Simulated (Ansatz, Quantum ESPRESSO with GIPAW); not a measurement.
# From a field gradient to a quadrupolar line: 11B in BN

A plane-wave PAW calculation (PBE, Ansatz) gives this electric field gradient, in 10²¹ V/m² and Cartesian axes, at one B site of BN (atom 3; BN3; site symmetry -6m2):

```
     -1.4156        0.0000        0.0000
      0.0000       -1.4156        0.0000
      0.0000        0.0000        2.8312
```

11B has spin 3/2, Q = 0.04059 barn and |γ|/2π = 13.6630 MHz/T. The cell is the P6_3/mmc form of a database entry, atoms relaxed, static and at 0 K. 

**Task.** Find C_Q, η_Q and ν_Q, and the shift and width of the central transition under fast MAS at 14.1 T and 16.4 T.

1. The tensor is symmetric and traceless. Its eigenvalues, ordered by size, are V_xx = -1.4156, V_yy = -1.4156 and V_zz = 2.8312.

2. η_Q = (V_xx − V_yy)/V_zz = 0.000.

3. C_Q = eQV_zz/h. One unit of 10²¹ V/m² with one barn gives 24.18 MHz, so C_Q = 24.18 × 0.04059 × 2.8312 = 2.779 MHz. A spectrum shows its size, not its sign.

4. ν_Q = 3C_Q/[2I(2I−1)] = 1.389 MHz in size, and P_Q = |C_Q|√(1 + η²/3) = 2.779 MHz.

5. The resonances lie at ν0 = 192.65 and 224.07 MHz, so ν_Q/ν0 is 0.007 at most and second order holds. The centre of gravity moves by δ_Q = −(3/40)(P_Q/ν0)² F × 10⁶ ppm, with F = [I(I+1) − 3/4]/[I²(2I−1)²] = 0.3333: -5.20 ppm at 14.1 T and -3.84 ppm at 16.4 T.

6. Summing the second-order term over orientations gives a full width of 11.1 ppm (2.1 kHz) and 8.24 ppm (1.8 kHz). In ppm both fall as 1/B²: (14.1/16.4)² = 0.739. The spinning rate must pass the static width for this shape to show cleanly.

[Banner, clock, file and message-heading lines were taken out of the pw.x and gipaw.x logs.]

[Logs are printed without paths, hosts, clocks, repeated set-up lines and the standing remarks that a program may print on its own settings, such as how far it seeks lower states.]

[Hosts, paths, dates, database ids (printed as entryN), source tags and the programs' standing remarks are cut or masked in the printed files.]
